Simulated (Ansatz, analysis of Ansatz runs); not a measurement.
## An added hole started on Mn in K2MnF4 (I4/mmm)

Aim: the energy barrier that a trapped hole meets when it moves from one Mn atom to another one nearby in K2MnF4 (I4/mmm). The model is a cell of 56 host atoms.

Program: Ansatz 0.2.0. Level of theory: plane-wave PAW DFT, PBEsol+U; relaxation of all atoms of a supercell at fixed charge in a uniform background; PAW set soft_1. Results are calculated unless marked as measured.

## 1. The starting structure

The cell holds 56 atoms: 16 K, 8 Mn and 32 F. Cell: a = 8.389 Å, b = 8.389 Å, c = 13.155 Å, α = 90.0°, β = 90.0°, γ = 90.0°. It derives from K2MnF4 (space group I4/mmm). Nearest the centre at fractional (0.250, 0.500, 0.500): F26 at 0.00 Å, Mn6 at 2.10 Å, Mn20 at 2.10 Å, K15 at 2.84 Å, K17 at 2.84 Å, K45 at 2.84 Å, K43 at 2.84 Å, F27 at 2.97 Å.

Hubbard terms: Mn d 4.0 eV. They were chosen, not fitted, to curb self-interaction in the shells named, the trial site's among them. The two sites are Mn20 and Mn6. The cell's shortest repeat is 8.4 Å. The host's moments were started ferromagnetic, high spin; both sites carry the same spin direction.

## 2. The cell without the carrier

The neutral cell is relaxed first, from small random displacements, so that bond lengths and moments with the carrier can be set beside those of a relaxed cell without it.

The input, neutral.relax/input.yaml:

```yaml
crystal:
  lattice:
    - [8.38861762, 0.0, 0.0]
    - [0.0, 8.38861762, 0.0]
    - [0.0, 0.0, 13.15524241]
  atoms:
    - { symbol: K, position: [0.0, 0.0, 0.354515] }
    - { symbol: K, position: [0.25, 0.25, 0.854515] }
    - { symbol: K, position: [0.0, 0.0, 0.645485] }
    - { symbol: K, position: [0.25, 0.25, 0.145485] }
    - { symbol: Mn, position: [0.0, 0.0, 0.0], spin: 5.0 }
    - { symbol: Mn, position: [0.25, 0.25, 0.5], spin: 5.0 }
    - { symbol: F, position: [0.0, 0.0, 0.160374] }
    - { symbol: F, position: [0.25, 0.25, 0.660374] }
    - { symbol: F, position: [0.0, 0.0, 0.839626] }
    - { symbol: F, position: [0.25, 0.25, 0.339626] }
    - { symbol: F, position: [0.0, 0.25, 0.0] }
    - { symbol: F, position: [0.25, 0.0, 0.5] }
    - { symbol: F, position: [0.0, 0.25, 0.5] }
    - { symbol: F, position: [0.25, 0.0, 0.0] }
    - { symbol: K, position: [0.0, 0.5, 0.354515] }
    - { symbol: K, position: [0.25, 0.75, 0.854515] }
    - { symbol: K, position: [0.0, 0.5, 0.645485] }
    - { symbol: K, position: [0.25, 0.75, 0.145485] }
    - { symbol: Mn, position: [0.0, 0.5, 0.0], spin: 5.0 }
    - { symbol: Mn, position: [0.25, 0.75, 0.5], spin: 5.0 }
    - { symbol: F, position: [0.0, 0.5, 0.160374] }
    - { symbol: F, position: [0.25, 0.75, 0.660374] }
    - { symbol: F, position: [0.0, 0.5, 0.839626] }
    - { symbol: F, position: [0.25, 0.75, 0.339626] }
    - { symbol: F, position: [0.0, 0.75, 0.0] }
    - { symbol: F, position: [0.25, 0.5, 0.5] }
    - { symbol: F, position: [0.0, 0.75, 0.5] }
    - { symbol: F, position: [0.25, 0.5, 0.0] }
    - { symbol: K, position: [0.5, 0.0, 0.354515] }
    - { symbol: K, position: [0.75, 0.25, 0.854515] }
    - { symbol: K, position: [0.5, 0.0, 0.645485] }
    - { symbol: K, position: [0.75, 0.25, 0.145485] }
    - { symbol: Mn, position: [0.5, 0.0, 0.0], spin: 5.0 }
    - { symbol: Mn, position: [0.75, 0.25, 0.5], spin: 5.0 }
    - { symbol: F, position: [0.5, 0.0, 0.160374] }
    - { symbol: F, position: [0.75, 0.25, 0.660374] }
    - { symbol: F, position: [0.5, 0.0, 0.839626] }
    - { symbol: F, position: [0.75, 0.25, 0.339626] }
    - { symbol: F, position: [0.5, 0.25, 0.0] }
    - { symbol: F, position: [0.75, 0.0, 0.5] }
    - { symbol: F, position: [0.5, 0.25, 0.5] }
    - { symbol: F, position: [0.75, 0.0, 0.0] }
    - { symbol: K, position: [0.5, 0.5, 0.354515] }
    - { symbol: K, position: [0.75, 0.75, 0.854515] }
    - { symbol: K, position: [0.5, 0.5, 0.645485] }
    - { symbol: K, position: [0.75, 0.75, 0.145485] }
    - { symbol: Mn, position: [0.5, 0.5, 0.0], spin: 5.0 }
    - { symbol: Mn, position: [0.75, 0.75, 0.5], spin: 5.0 }
    - { symbol: F, position: [0.5, 0.5, 0.160374] }
    - { symbol: F, position: [0.75, 0.75, 0.660374] }
    - { symbol: F, position: [0.5, 0.5, 0.839626] }
    - { symbol: F, position: [0.75, 0.75, 0.339626] }
    - { symbol: F, position: [0.5, 0.75, 0.0] }
    - { symbol: F, position: [0.75, 0.5, 0.5] }
    - { symbol: F, position: [0.5, 0.75, 0.5] }
    - { symbol: F, position: [0.75, 0.5, 0.0] }
basis:
  ecutwfc: 420
  xc_grid: 2
hamiltonian:
  xc: pbesol
  hubbard:
    sites: [{ species: Mn, l: d, u_eff: 4.0 }]
    projectors: ortho-atomic
  pseudopotentials: { kind: paw, azcp: { folder: soft_1 }, xc_functional: pbe }
kpoints:
  mp_grid: { grid: [1, 1, 1] }
magnetization:
  spin_polarized: true
  initial_magnetization: 40
  spin_locking: { lock_magnetization: hard }
scf:
  occupations: { method: fermi_dirac, width: 0.01 }
  max_iter: 120
  lower_state_search: "off"
output:
  forces: true
relax:
  f_tol: 0.02
  max_steps: 70
  random_displacement: { amplitude: 0.04, seed: 5136 }
checkpoint:
  write: "../neutral.relax.run"
  compress: false
  write_wavefunctions: true
  write_every: 100000
```

Launch:

```sh
> ansatz run input.yaml --threads 8 --pin off --max-ram 17899MiB --backend cpu --events-out ev --progress --plain --runs-dir out
```

Numbers of over 12 decimals in the logs are rounded to 6 here.

The program printed:

```text
[... repeated set-up lines and file paths are left out, and long positions are rounded to six places ...]
Engine: ansatz 0.2.0, aarch64-unknown-linux-gnu
Pseudopotentials: kind: paw
Pseudopotential: K, paw, valence charge 9, recommended cutoff 420 eV (normal), soft_1/K.paw.azcp
Pseudopotential: Mn, paw, valence charge 15, recommended cutoff 420 eV (normal), soft_1/Mn.paw.azcp
Pseudopotential: F, paw, valence charge 7, recommended cutoff 420 eV (normal), soft_1/F.paw.azcp
Functional definition: PBEsol
  exchange = pbesol_x
  correlation = pbesol_c
Crystal: 56 atoms, lattice volume = 925.720 Å³
Basis set: ecut = 420 eV, 18039 PW (Γ), exchange–correlation on 120×120×180 points (8 copies of the dense FFT grid, shifted against one another)
Bands: 320, of which v1, the nominal top of the filled ones, is band 244 counted from 1 (243 counted from 0)
Symmetry: 1 space group operations
k-points: 1
Non-local potential: K, projectors of the file, l = 0: 3, l = 1: 2, l = 2: 2
Non-local potential: Mn, projectors of the file, l = 0: 3, l = 1: 2, l = 2: 3, l = 3: 1
Non-local potential: F, projectors of the file, l = 0: 2, l = 1: 2, l = 2: 1
PAW form: soft (Blöchl's): semilocal exchange-correlation on the pseudo side does not see the compensation charge
PAW frozen core: K, regenerated for the run's functional, and the local potential with it (the file was generated under x = pbe(κ = 0.804, μ = 0.219515), c = pbe(β = 0.066725))
PAW frozen core: Mn, regenerated for the run's functional, and the local potential with it (the file was generated under x = pbe(κ = 0.804, μ = 0.219515), c = pbe(β = 0.066725))
[...]
atom  41  F      0.00086280    -0.00050278     0.00271275
  [... 1 atom left out ...]
  atom  43  K      0.00414127    -0.00017265    -0.00417762
  [... 1 atom left out ...]
  atom  45  K      0.00233259     0.00038055    -0.00667999
  [... 9 atoms left out ...]
  atom  55  F      0.00023065    -0.00027839     0.00037910
  [... 1 atom left out ...]
  max |Σ_I F_I| component: 3.97e-5 eV/Å
--- Band table (eV) ---
  k-point 0 ↑: bands = ["-75.1101", "-75.1097", "-75.1096", "-75.1083", [... 312 left out ...] "13.5517", "13.5820", "13.5839", "13.5847"]
  k-point 0 ↓: bands = ["-70.0606", "-70.0603", "-70.0602", "-70.0588", [... 312 left out ...] "13.6836", "13.6861", "13.6873", "13.6880"]
Occupation matrices written to <dir>
--- Relaxed structure (4 steps of the walk, 4 accepted, 0 SCFs on fresh bases) ---
  F+E_penalty+E_count = -80870.50698158 eV   max|allowed force component| = 1.092e-2 eV/Å
  atoms:
    - { symbol: K, position: [0.001387, -0.000310, 0.354405] }
    - { symbol: K, position: [0.249877, 0.251030, 0.854577] }
    [... 3 atoms left out ...]
    - { symbol: Mn, position: [0.249952, 0.250144, 0.500086] }
    [... 8 atoms left out ...]
    - { symbol: K, position: [-0.000248, 0.500819, 0.354703] }
    [... 1 atom left out ...]
    - { symbol: K, position: [0.001178, 0.499876, 0.645599] }
    [... 2 atoms left out ...]
    - { symbol: Mn, position: [0.249880, 0.750186, 0.500235] }
    [... 5 atoms left out ...]
    - { symbol: F, position: [0.250769, 0.500232, 0.498332] }
    - { symbol: F, position: [-6.204843562500577e-5, 0.749846, 0.500424] }
    [... 13 atoms left out ...]
    - { symbol: F, position: [0.499889, 0.249688, 0.499842] }
    [... 1 atom left out ...]
    - { symbol: K, position: [0.500427, 0.499732, 0.354741] }
    [... 1 atom left out ...]
    - { symbol: K, position: [0.499145, 0.500205, 0.645755] }
    [... 9 atoms left out ...]
    - { symbol: F, position: [0.499816, 0.750725, 0.499860] }
    [... 1 atom left out ...]
[key lines of the parts left out:]
SCF converged after 4 iterations
Magnetization: 40.0000 μB (264.0000 up, 224.0000 down)
Free energy (F): -80870.506982 eV
Fermi energy:    6.352312 (↑ 6.352312, ↓ 5.004953) eV
```

It took 29 s on 8 threads of Arm Neoverse V2, shared host; peak memory 1.9 GiB; 3.6 min of CPU time.

The largest displacement from an ideal site is 0.027 Å.

## 3. The hole on the first site

The nearest neighbour or neighbours of the site start displaced and the site's starting moment is changed by the carrier's spin, since a carrier doesn't trap itself in the undistorted lattice.

The input, A.relax/input.yaml:

```yaml
crystal:
  lattice:
    - [8.38861762, 0.0, 0.0]
    - [0.0, 8.38861762, 0.0]
    - [0.0, 0.0, 13.15524241]
  atoms:
    - { symbol: K, position: [0.001387, -0.00031, 0.354405] }
    - { symbol: K, position: [0.249877, 0.25103, 0.854577] }
    - { symbol: K, position: [-0.000541, 0.000419, 0.645456] }
    - { symbol: K, position: [0.250309, 0.247689, 0.145501] }
    - { symbol: Mn, position: [-0.000242, -0.000156, -0.000259], spin: 5.0 }
    - { symbol: Mn, position: [0.249952, 0.250144, 0.500086], spin: 5.0 }
    - { symbol: F, position: [0.002055, -0.000414, 0.160285] }
    - { symbol: F, position: [0.249915, 0.252963, 0.660482] }
    - { symbol: F, position: [-0.001605, 0.000141, 0.8394] }
    - { symbol: F, position: [0.249707, 0.247585, 0.339656] }
    - { symbol: F, position: [0.00103, 0.249872, 0.000143] }
    - { symbol: F, position: [0.249639, -0.011733, 0.502079] }
    - { symbol: F, position: [-7.2e-05, 0.250867, 0.500085] }
    - { symbol: F, position: [0.249912, -0.001238, -0.001109] }
    - { symbol: K, position: [-0.000248, 0.500819, 0.354703] }
    - { symbol: K, position: [0.250412, 0.749338, 0.85459] }
    - { symbol: K, position: [0.001178, 0.499876, 0.645599] }
    - { symbol: K, position: [0.249494, 0.752231, 0.145595] }
    - { symbol: Mn, position: [5.9e-05, 0.499878, 0.000278], spin: 5.0 }
    - { symbol: Mn, position: [0.24988, 0.750186, 0.500235], spin: 4.0 }
    - { symbol: F, position: [-0.002006, 0.500158, 0.160713] }
    - { symbol: F, position: [0.249397, 0.747398, 0.653054] }
    - { symbol: F, position: [0.001267, 0.499098, 0.839706] }
    - { symbol: F, position: [0.249026, 0.75259, 0.347333] }
    - { symbol: F, position: [-0.00112, 0.749821, -0.0001] }
    - { symbol: F, position: [0.250769, 0.512153, 0.498332] }
    - { symbol: F, position: [0.011859, 0.749846, 0.500424] }
    - { symbol: F, position: [0.249939, 0.501124, 0.001355] }
    - { symbol: K, position: [0.499071, 0.000292, 0.354633] }
    - { symbol: K, position: [0.750341, 0.250317, 0.854494] }
    - { symbol: K, position: [0.501115, 0.00011, 0.645524] }
    - { symbol: K, position: [0.749478, 0.250786, 0.145552] }
    - { symbol: Mn, position: [0.500022, -0.00018, -0.000157], spin: 5.0 }
    - { symbol: Mn, position: [0.749959, 0.249842, 0.499951], spin: 5.0 }
    - { symbol: F, position: [0.497805, 0.001161, 0.160406] }
    - { symbol: F, position: [0.749269, 0.249489, 0.660447] }
    - { symbol: F, position: [0.500857, -0.0019, 0.839472] }
    - { symbol: F, position: [0.749567, 0.248994, 0.339547] }
    - { symbol: F, position: [0.498921, 0.24985, -0.000964] }
    - { symbol: F, position: [0.750507, -0.000119, 0.500207] }
    - { symbol: F, position: [0.499889, 0.249688, 0.499842] }
    - { symbol: F, position: [0.749886, 0.000961, 0.000983] }
    - { symbol: K, position: [0.500427, 0.499732, 0.354741] }
    - { symbol: K, position: [0.749563, 0.749696, 0.854482] }
    - { symbol: K, position: [0.499145, 0.500205, 0.645755] }
    - { symbol: K, position: [0.749934, 0.749182, 0.14554] }
    - { symbol: Mn, position: [0.499827, 0.499914, 0.000319], spin: 5.0 }
    - { symbol: Mn, position: [0.749895, 0.749889, 0.500061], spin: 5.0 }
    - { symbol: F, position: [0.50206, 0.498493, 0.160685] }
    - { symbol: F, position: [0.749215, 0.749611, 0.66048] }
    - { symbol: F, position: [0.498043, 0.501188, 0.839801] }
    - { symbol: F, position: [0.75013, 0.749611, 0.339609] }
    - { symbol: F, position: [0.501157, 0.749876, 0.001128] }
    - { symbol: F, position: [0.749647, 0.499911, 0.499897] }
    - { symbol: F, position: [0.487895, 0.750725, 0.49986] }
    - { symbol: F, position: [0.749901, 0.49893, -0.001005] }
total_charge: 1
basis:
  ecutwfc: 420
  xc_grid: 2
hamiltonian:
  xc: pbesol
  hubbard:
    sites: [{ species: Mn, l: d, u_eff: 4.0 }]
    projectors: ortho-atomic
  pseudopotentials: { kind: paw, azcp: { folder: soft_1 }, xc_functional: pbe }
kpoints:
  mp_grid: { grid: [1, 1, 1] }
magnetization:
  spin_polarized: true
  initial_magnetization: 39
  spin_locking: { lock_magnetization: hard }
scf:
  occupations: { method: fermi_dirac, width: 0.01 }
  max_iter: 120
  lower_state_search: "off"
output:
  forces: true
relax:
  f_tol: 0.015
  max_steps: 70
  escape_saddle: false
checkpoint:
  write: "../A.relax.run"
  compress: false
  write_wavefunctions: true
  write_every: 100000
```

The program printed:

```text
[...]
Crystal: 56 atoms, lattice volume = 925.720 Å³
Basis set: ecut = 420 eV, 18039 PW (Γ), exchange–correlation on 120×120×180 points (8 copies of the dense FFT grid, shifted against one another)
Bands: 319, of which v1, the nominal top of the filled ones, is band 244 counted from 1 (243 counted from 0)
Symmetry: 1 space group operations
[...]
k-points: 1
[...]
Starting moments: Σ|m| = 39 μB on 8 of 56 sites
[...]
SCF iter   1: F=—  HF=-81013.945218 eV  |F-HF|=—  |Δ(HF+E_count)|=         —  Δρ=3.47e-1 (↑1.09e-1 ↓3.47e-1)  dr2=1.88e3  dr2_m=1.36e2  M=39.000 μB ∫|m|=39.000 μB  β_m=0.30  ethr=3.10e-3  ⟨swp⟩=5.5  Hψ=2305  notcnv=0  defer=59
[...]
SCF iter  19: F=-80875.134308 eV  HF=-80875.134310 eV  |F-HF|=1.82e-6  |Δ(HF+E_count)|=   1.28e-6  Δρ=1.00e-5 (↑1.00e-5 ↓3.93e-6)  dr2=2.19e-6  dr2_m=1.64e-7  M=39.000 μB ∫|m|=39.183 μB  ethr=1.16e-9  ⟨swp⟩=3.0  Hψ=1587  notcnv=0
SCF 1 converged in 19 iterations: F = -80875.134308 eV  dr2 = 2.19e-6
[...]
relax step   1: F+E_penalty+E_count = -80875.13430847 eV  Δ(F+E_penalty+E_count) = +0.000e0 eV  max|allowed force component| = 7.796e-1 eV/Å  Δτ_max = 0.0000 Å  (19 SCF iters, dr2 threshold 5.63e-6 eV, accepted)
[...]
relax step   2: F+E_penalty+E_count = -80875.27160716 eV  Δ(F+E_penalty+E_count) = -1.373e-1 eV  max|allowed force component| = 5.458e-1 eV/Å  Δτ_max = 0.0656 Å  (25 SCF iters, dr2 threshold 3.80e-5 eV, accepted)
relax step   3: F+E_penalty+E_count = -80875.41422513 eV  Δ(F+E_penalty+E_count) = -1.426e-1 eV  max|allowed force component| = 2.917e-2 eV/Å  Δτ_max = 0.0747 Å  (13 SCF iters, dr2 threshold 1.86e-5 eV, accepted)
SCF iter   1: F=—  HF=-80875.415986 eV  |F-HF|=—  |Δ(HF+E_count)|=         —  Δρ=1.62e-3 (↑1.62e-3 ↓2.16e-4)  dr2=5.65e-2  dr2_m=5.51e-3  M=39.000 μB ∫|m|=39.190 μB  β_m=0.30  ethr=2.27e-5  ⟨swp⟩=4.5  Hψ=1294  notcnv=0  defer=102
[...]
SCF iter  12: F=-80875.414946 eV  HF=-80875.414946 eV  |F-HF|=3.45e-8  |Δ(HF+E_count)|=   8.35e-9  Δρ=1.39e-6 (↑1.39e-6 ↓1.16e-7)  dr2=3.91e-8  dr2_m=4.07e-9  M=39.000 μB ∫|m|=39.184 μB  ethr=2.05e-11  ⟨swp⟩=1.0  Hψ=1182  notcnv=0
SCF 4 converged in 12 iterations: F = -80875.414946 eV  dr2 = 3.91e-8
relax step   4: F+E_penalty+E_count = -80875.41494562 eV  Δ(F+E_penalty+E_count) = -7.205e-4 eV  max|allowed force component| = 7.007e-3 eV/Å  Δτ_max = 0.0036 Å  (12 SCF iters, accepted)
NSCF: frozen V_eff on 1 k-points
[...]
SCF converged after 12 iterations
Stability checked in part: among states of this total moment the steps that led to this state did not find it unstable. No probe was made; neither looks for a lower state of another moment (fixed_total_moment; see scf.lower_state_search)
Magnetization: 39.0000 μB (263.0000 up, 224.0000 down)
Absolute magnetization: 39.1908 μB (∫|ρ↑−ρ↓|, with the PAW one-centre terms)
[...]
Per-site moments (μB) at R_I (Å): [(0.000946013, 1.054533), (0.00094787, 1.053955), (0.000948833, 1.053895), [... 53 left out ...]
Free energy (F): -80875.414946 eV
[...]
Internal energy: -80875.401083 eV  (E = F + TS)
E sigma→0 (E₀):  -80875.408014 eV
Entropy (-TS):   -0.013863 eV (-0.248 meV/atom)
Fermi energy:    4.797951 (↑ 4.797951, ↓ 5.012919) eV
[...]
--- Forces (eV/Å), atoms counted from 1 ---
  atom   1  K     -0.00401990     0.00320489     0.00068063
  atom   2  K     -0.00071336     0.00014639     0.00262735
  [... 3 atoms left out ...]
  atom   6  Mn     0.00009727     0.00089434    -0.00176526
  [... 8 atoms left out ...]
  atom  15  K     -0.00137630    -0.00323113    -0.00025859
  [... 1 atom left out ...]
  atom  17  K     -0.00316183    -0.00120750    -0.00186041
  [... 2 atoms left out ...]
  atom  20  Mn    -0.00096634    -0.00104409     0.00003190
  [... 1 atom left out ...]
  atom  22  F      0.00020939     0.00167296    -0.00565732
  [... 3 atoms left out ...]
  atom  26  F     -0.00084237     0.00591111     0.00340235
  atom  27  F      0.00641461     0.00039220    -0.00116657
  [... 15 atoms left out ...]
  atom  43  K      0.00094793    -0.00126318    -0.00003519
  [... 1 atom left out ...]
  atom  45  K      0.00276655    -0.00250013    -0.00217302
  [... 9 atoms left out ...]
  atom  55  F     -0.00571720    -0.00067270     0.00143127
  [... 1 atom left out ...]
  max |Σ_I F_I| component: 4.21e-6 eV/Å
--- Band table (eV) ---
[...]
Occupation matrices written to <dir>
--- Relaxed structure (4 steps of the walk, 4 accepted, 0 SCFs on fresh bases) ---
  F+E_penalty+E_count = -80875.41494562 eV   max|allowed force component| = 7.007e-3 eV/Å
  atoms:
    - { symbol: K, position: [0.000651, -0.000102, 0.352874] }
    - { symbol: K, position: [0.249422, 0.251067, 0.852881] }
    [... 3 atoms left out ...]
    - { symbol: Mn, position: [0.249922, 0.249983, 0.500093] }
    [... 8 atoms left out ...]
    - { symbol: K, position: [-0.000498, 0.500083, 0.352941] }
    [... 1 atom left out ...]
    - { symbol: K, position: [0.000808, 0.500198, 0.647276] }
    [... 2 atoms left out ...]
    - { symbol: Mn, position: [0.249928, 0.750004, 0.500028] }
    [... 1 atom left out ...]
    - { symbol: F, position: [0.249702, 0.748095, 0.658616] }
    [... 3 atoms left out ...]
    - { symbol: F, position: [0.250253, 0.499915, 0.498882] }
    - { symbol: F, position: [-0.000179, 0.749716, 0.500093] }
    [... 15 atoms left out ...]
    - { symbol: K, position: [0.500501, 0.499912, 0.352946] }
    [... 1 atom left out ...]
    - { symbol: K, position: [0.499193, 0.500137, 0.647291] }
    [... 9 atoms left out ...]
    - { symbol: F, position: [0.499977, 0.750280, 0.499979] }
    [... 1 atom left out ...]
```

Wall time 43 s (8 threads); peak memory 1.9 GiB.

Step by step:

```
step  energy less that of the first step (eV)  largest force component (eV/Å)
   1                                   0.0000                          0.7796
   2                                  -0.1373                          0.5458
   3                                  -0.2799                          0.0292
   4                                  -0.2806                          0.0070
```

The atoms that moved most (Å):

```
atom      dx      dy      dz  length
 F26  -0.004  -0.103   0.007   0.103
 F55   0.101  -0.004   0.002   0.101
 F27  -0.101  -0.001  -0.004   0.101
 F12   0.000   0.099  -0.011   0.100
 F24   0.006  -0.008  -0.078   0.078
 F22   0.003   0.006   0.073   0.073
 F38   0.004   0.009   0.026   0.028
  F9  -0.003   0.006   0.027   0.027
```

The moves above count from the input, in which the site's nearest neighbours were already displaced; the distances below compare with the cell without the carrier.

Distances from Mn20 without and with the hole:

```
atom  without (Å)  with (Å)
 F22         2.11      2.09
 F24         2.11      2.09
 F55         2.10      2.10
 F27         2.10      2.10
 F26         2.10      2.10
 F12         2.10      2.10
```

The largest changes of the moments are -0.07 μB on Mn34, -0.07 μB on Mn48 and -0.07 μB on Mn6. The carrier did not stay on the chosen site.

## 4. Results

```
carrier trapped on the chosen site     : no
size of the moment change on that site : 0.07 μB
```

With PBEsol+U (4 eV) (Mn d 4.0 eV) the hole does not stay on the chosen Mn atom: it is spread over about 21 atoms in effect, so no hop between such sites was computed. The magnetic order was assumed and need not be the ground state; parallel spins on neighbours help a carrier to spread. The search for lower electronic states was switched off. Another U, a hybrid or another start may give another answer. What this leaves open: sampling at the zone centre alone can move energies of charged and open-shell states by tenths of an eV or more in cells of this size; the images are only 8.4 Å apart; gap and trapping depend on the U chosen (Mn d 4.0 eV).

[Logs are printed without paths, hosts, clocks, repeated set-up lines and the standing remarks that a program may print on its own settings, such as how far it seeks lower states.]

[Hosts, paths, dates, database ids (printed as entryN), source tags and the programs' standing remarks are cut or masked in the printed files.]
